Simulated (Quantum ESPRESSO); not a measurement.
# CrO2: parallel and opposed starts, part 2 of 2

Does CrO2 prefer parallel or opposed moments, or none?

Quantum ESPRESSO 7.5; PBE; plane waves with GBRV 1.5 PBE potentials, no spin-orbit coupling.

So far, absolute magnetization (μB): step 2 (start 1: ferro ++) 4.65.

### Step 3. Start 2: antiferro +−

pw.py

```python
from ase import Atoms
from ase.calculators.espresso import Espresso, EspressoProfile

atoms = Atoms(['Cr', 'Cr', 'O', 'O', 'O', 'O'],
    cell=[[4.421, 0.0, 0.0],
         [0.0, 4.421, 0.0],
         [0.0, 0.0, 2.917]],
    scaled_positions=[[0.0, 0.0, 0.0],
         [0.5, 0.5, 0.5],
         [0.301, 0.301, 0.0],
         [0.199, 0.801, 0.5],
         [0.699, 0.699, 0.0],
         [0.801, 0.199, 0.5]],
    pbc=True,
    magmoms=[3.0, -3.0, 0.0, 0.0, 0.0, 0.0])
input_data = {
    'control': {'calculation': 'scf', 'prefix': 'pwscf', 'outdir': './tmp', 'disk_io': 'nowf'},
    'system': {'ecutwfc': 40.0, 'ecutrho': 280.0, 'nbnd': 36, 'occupations': 'smearing', 'smearing': 'fd', 'degauss': 0.00999582, 'nspin': 2},
    'electrons': {'conv_thr': 1.2e-08, 'electron_maxstep': 150, 'mixing_beta': 0.3},
}
atoms.calc = Espresso(
    profile=EspressoProfile(command='mpirun -n 2 pw.x -nk 2', pseudo_dir='pseudo'),
    pseudopotentials={'O': 'o_pbe_v1.2.uspp.F.UPF', 'Cr': 'cr_pbe_v1.5.uspp.F.UPF'},
    input_data=input_data,
    kpts=(8, 8, 8),
    koffset=(0, 0, 0))
energy = atoms.get_potential_energy(force_consistent=True)
print(f'free energy: {energy:.6f} eV')
print('site moments (muB):', atoms.get_magnetic_moments().round(3))
```

On the command line:

```console
> OMP_NUM_THREADS=1 python3 pw.py > pw.log
```

Log:

```text
[banner, memory and clock lines left out]
free energy: -6536.556001 eV
site moments (muB): [ 1.496 -1.496  0.016 -0.016  0.016 -0.016]

--- espresso.pwo ---
Program PWSCF v.7.5 starts

Warning: card &CELL ignored
Warning: card &FCP ignored
Warning: card &RISM ignored

     Message from routine setup:
     using ibrav=0 with symmetry is DISCOURAGED, use correct ibrav instead

     bravais-lattice index     =            0
     lattice parameter (alat)  =       8.3545  a.u.
     unit-cell volume          =     384.7460 (a.u.)^3
     number of atoms/cell      =            6
     number of atomic types    =            3
     number of electrons       =        52.00
     number of Kohn-Sham states=           36
     kinetic-energy cutoff     =      40.0000  Ry
     charge density cutoff     =     280.0000  Ry
     scf convergence threshold =      1.2E-08
     mixing beta               =       0.3000
     number of iterations used =            8  plain     mixing
     Exchange-correlation= SLA  PW   PBE  PBE
                           (   1   4   3   4   0   0   0)

     celldm(1)=   8.354479  celldm(2)=   0.000000  celldm(3)=   0.000000
     celldm(4)=   0.000000  celldm(5)=   0.000000  celldm(6)=   0.000000

     crystal axes: (cart. coord. in units of alat)
               a(1) = (   1.000000   0.000000   0.000000 )
               a(2) = (   0.000000   1.000000   0.000000 )
               a(3) = (   0.000000   0.000000   0.659805 )

     reciprocal axes: (cart. coord. in units 2 pi/alat)
               b(1) = (  1.000000  0.000000  0.000000 )
               b(2) = (  0.000000  1.000000  0.000000 )
               b(3) = (  0.000000  0.000000  1.515598 )

     PseudoPot. # 1 for Cr read from file:
     cr_pbe_v1.5.uspp.F.UPF
     Pseudo is Ultrasoft + core correction, Zval = 14.0

     PseudoPot. # 2 for Cr read from file:
     cr_pbe_v1.5.uspp.F.UPF
     Pseudo is Ultrasoft + core correction, Zval = 14.0

     PseudoPot. # 3 for O  read from file:
     o_pbe_v1.2.uspp.F.UPF
     Pseudo is Ultrasoft + core correction, Zval =  6.0

     atomic species   valence    mass     pseudopotential
     Cr               14.00    51.99610     Cr( 1.00)
     Cr1              14.00    51.99610     Cr( 1.00)
     O                 6.00    15.99900     O ( 1.00)

     Starting magnetic structure
     atomic species   magnetization
     Cr              0.214
     Cr1            -0.214
     O               0.000

      8 Sym. Ops., with inversion, found

   Cartesian axes

     site n.     atom                  positions (alat units)
         1        Cr     tau(   1) = (   0.0000000   0.0000000   0.0000000  )
         2        Cr1    tau(   2) = (   0.5000000   0.5000000   0.3299027  )
         3        O      tau(   3) = (   0.3010000   0.3010000   0.0000000  )
         4        O      tau(   4) = (   0.1990000   0.8010000   0.3299027  )
         5        O      tau(   5) = (   0.6990000   0.6990000   0.0000000  )
         6        O      tau(   6) = (   0.8010000   0.1990000   0.3299027  )

     number of k points=   105  Fermi-Dirac smearing, width (Ry)=  0.0100

     Number of k-points >= 100: set verbosity='high' to print them.

     Dense  grid:    30497 G-vectors     FFT dimensions: (  45,  45,  30)

     Smooth grid:    13155 G-vectors     FFT dimensions: (  36,  36,  24)

     Check: negative core charge=   -0.000008
     Generating pointlists ...
     new r_m :   0.1756 (alat units)  1.4670 (a.u.) for type    1
     new r_m :   0.1756 (alat units)  1.4670 (a.u.) for type    2
     new r_m :   0.1756 (alat units)  1.4670 (a.u.) for type    3

     Initial potential from superposition of free atoms

     starting charge      50.0000, renormalised to      52.0000

     negative rho (up, down):  1.279E-03 8.237E-04
     Starting wfcs are   36 randomized atomic wfcs

     Self-consistent Calculation

     iteration #  1     ecut=    40.00 Ry     beta= 0.30
     Davidson diagonalization with overlap
     ethr =  1.00E-02,  avg # of iterations =  5.4

     negative rho (up, down):  2.149E-03 1.304E-03

     total energy              =    -479.58338342 Ry
     estimated scf accuracy    <       3.50497696 Ry

     total magnetization       =    -0.00 Bohr mag/cell
     absolute magnetization    =     3.80 Bohr mag/cell

     iteration #  2     ecut=    40.00 Ry     beta= 0.30
     Davidson diagonalization with overlap
     ethr =  6.74E-03,  avg # of iterations =  2.0

     negative rho (up, down):  2.028E-03 1.380E-03

     total energy              =    -480.05859924 Ry
     estimated scf accuracy    <       1.83076058 Ry

     total magnetization       =     0.00 Bohr mag/cell
     absolute magnetization    =     4.45 Bohr mag/cell

     [... further iterations left out ...]

     iteration # 14     ecut=    40.00 Ry     beta= 0.30
     Davidson diagonalization with overlap
     ethr =  1.86E-10,  avg # of iterations =  2.0

     negative rho (up, down):  3.475E-03 2.058E-03

     total energy              =    -480.42804676 Ry
     estimated scf accuracy    <       0.00000002 Ry

     total magnetization       =     0.00 Bohr mag/cell
     absolute magnetization    =     3.84 Bohr mag/cell

     iteration # 15     ecut=    40.00 Ry     beta= 0.30
     Davidson diagonalization with overlap
     ethr =  4.31E-11,  avg # of iterations =  2.0

     negative rho (up, down):  3.475E-03 2.058E-03

     Magnetic moment per site  (integrated on atomic sphere of radius R)
     atom   1 (R=0.176)  charge= 10.5410  magn=  1.4958
     atom   2 (R=0.176)  charge= 10.5433  magn= -1.4963
     atom   3 (R=0.176)  charge=  5.2228  magn=  0.0163
     atom   4 (R=0.176)  charge=  5.2215  magn= -0.0163
     atom   5 (R=0.176)  charge=  5.2228  magn=  0.0163
     atom   6 (R=0.176)  charge=  5.2215  magn= -0.0163

     End of self-consistent calculation

     Number of k-points >= 100: set verbosity='high' to print the bands.

     the Fermi energy is    10.7078 ev

!    total energy              =    -480.42804683 Ry
     estimated scf accuracy    <          3.2E-09 Ry
     smearing contrib. (-TS)   =      -0.01693255 Ry
     internal energy E=F+TS    =    -480.41111427 Ry

     The total energy is F=E-TS. E is the sum of the following terms:
     one-electron contribution =    -202.58621104 Ry
     hartree contribution      =     127.74100020 Ry
     xc contribution           =     -73.92955007 Ry
     ewald contribution        =    -331.63635336 Ry

     total magnetization       =     0.00 Bohr mag/cell
     absolute magnetization    =     3.84 Bohr mag/cell

     convergence has been achieved in  15 iterations
```

Run time: 4.2 min. Hardware: 2 MPI ranks of Arm Neoverse N1, shared host; peak memory 0.46 GiB; 8.3 min of CPU time.

Spin moment in the atom's sphere by atom:

| atom | spin moment in the atom's sphere (μB) |
| --- | --- |
| Cr1 | 1.50 |
| Cr2 | -1.50 |
| O3 | 0.02 |
| O4 | -0.02 |
| O5 | 0.02 |
| O6 | -0.02 |

Read from the output:

| Property | Result |
| --- | --- |
| smearing term TS | 0.2304 eV |
| magnetization | 0 μB |
| absolute magnetization | 3.84 μB |
| final state | antiferromagnetic |

### Step 4. Start 3: no spin polarisation

Changes to pw.py since step 3:

```diff
@@ -13,7 +13,6 @@
          [0.801, 0.199, 0.5]],
-    pbc=True,
-    magmoms=[3.0, -3.0, 0.0, 0.0, 0.0, 0.0])
+    pbc=True)
 input_data = {
     'control': {'calculation': 'scf', 'prefix': 'pwscf', 'outdir': './tmp', 'disk_io': 'nowf'},
-    'system': {'ecutwfc': 40.0, 'ecutrho': 280.0, 'nbnd': 36, 'occupations': 'smearing', 'smearing': 'fd', 'degauss': 0.00999582, 'nspin': 2},
+    'system': {'ecutwfc': 40.0, 'ecutrho': 280.0, 'nbnd': 36, 'occupations': 'smearing', 'smearing': 'fd', 'degauss': 0.00999582},
     'electrons': {'conv_thr': 1.2e-08, 'electron_maxstep': 150, 'mixing_beta': 0.3},
@@ -28,2 +27 @@
 print(f'free energy: {energy:.6f} eV')
-print('site moments (muB):', atoms.get_magnetic_moments().round(3))
```

On the command line:

```console
> OMP_NUM_THREADS=1 python3 pw.py > pw.log
```

Log:

```text
     [... lines left out ...]
free energy: -6535.780047 eV
--- espresso.pwo ---
Program PWSCF v.7.5 starts
     [... lines left out ...]
     number of atoms/cell      =            6
     [... lines left out ...]
     number of electrons       =        52.00
     number of Kohn-Sham states=           36
     kinetic-energy cutoff     =      40.0000  Ry
     charge density cutoff     =     280.0000  Ry
     scf convergence threshold =      1.2E-08
     [... lines left out ...]
     16 Sym. Ops., with inversion, found ( 8 have fractional translation)
     [... lines left out ...]
     number of k points=    75  Fermi-Dirac smearing, width (Ry)=  0.0100
     [... lines left out ...]
     iteration # 12     ecut=    40.00 Ry     beta= 0.30
     [... lines left out ...]
     the Fermi energy is    11.0735 ev
!    total energy              =    -480.37101523 Ry
     estimated scf accuracy    <       0.00000001 Ry
     smearing contrib. (-TS)   =      -0.03453058 Ry
     [... lines left out ...]
     convergence has been achieved in  12 iterations
```

Elapsed: 73 s, on 2 MPI ranks; peak memory 0.32 GiB.

Read from the output:

| Property | Result |
| --- | --- |
| smearing term TS | 0.4698 eV |
| final state | non-magnetic (no spin polarisation) |

### Step 5. Ranking

An order is kept where moments of 0.15 μB or more survive with the typed signs; meshes match where a doubled cell samples the same k points as the first cell.

Orders:

| start | final state | typed order kept | energy over the lowest (meV a seeded atom) | largest site moment (μB) | net moment (μB a cell of the first run) | mesh matched | CPU time (s) |
| --- | --- | --- | --- | --- | --- | --- | --- |
| ferro ++ | ferromagnetic | yes | 0 | 1.736 | 3.998 | yes | 324.1 |
| antiferro +- | antiferromagnetic | yes | 142.7 | 1.496 | 0 | yes | 497.4 |
| no spin polarisation | non-magnetic | - | 530.7 | 0 | 0 | yes | 145.6 |

### Step 6. Summary of results

| Property | Result |
| --- | --- |
| lowest state found | ferromagnetic (from ferro ++) |
| largest site moment | 1.74 μB |
| next state with moments | antiferromagnetic, 143 meV a seeded atom higher |
| state without moments | 531 meV a seeded atom higher |

The smearing terms TS of the orders run from 57 to 115 meV a seeded atom, so the differences would change at a smaller width: an order with a larger TS is lowered more by the smearing. Only these 3 starts were compared; other wavevectors, canted and longer-period orders were not. Energies are free energies at an electronic temperature of 1580 K, which lowers moments and differences where the moments are itinerant. No Hubbard term acts here. In such compounds local and semilocal functionals without one often delocalise the d electrons, and can shrink or lose moments and miss the size, sign and order of the couplings. The smearing term is large for its width, so states at the Fermi level are partly filled: at this level the cell is a metal or has a gap of a few widths at most.

[Logs and program files are shortened in this print: banners, set-up blocks, solver, clock and traceback lines can be left out without a mark of their own.]

[Logs are printed without paths, hosts, clocks, repeated set-up lines and the standing remarks that a program may print on its own settings, such as how far it seeks lower states.]

[Hosts, paths, dates, database ids (printed as entryN), source tags and the programs' standing remarks are cut or masked in the printed files.]

[Where a cell is said to come from a database of computed structures, the database is the Materials Project.]
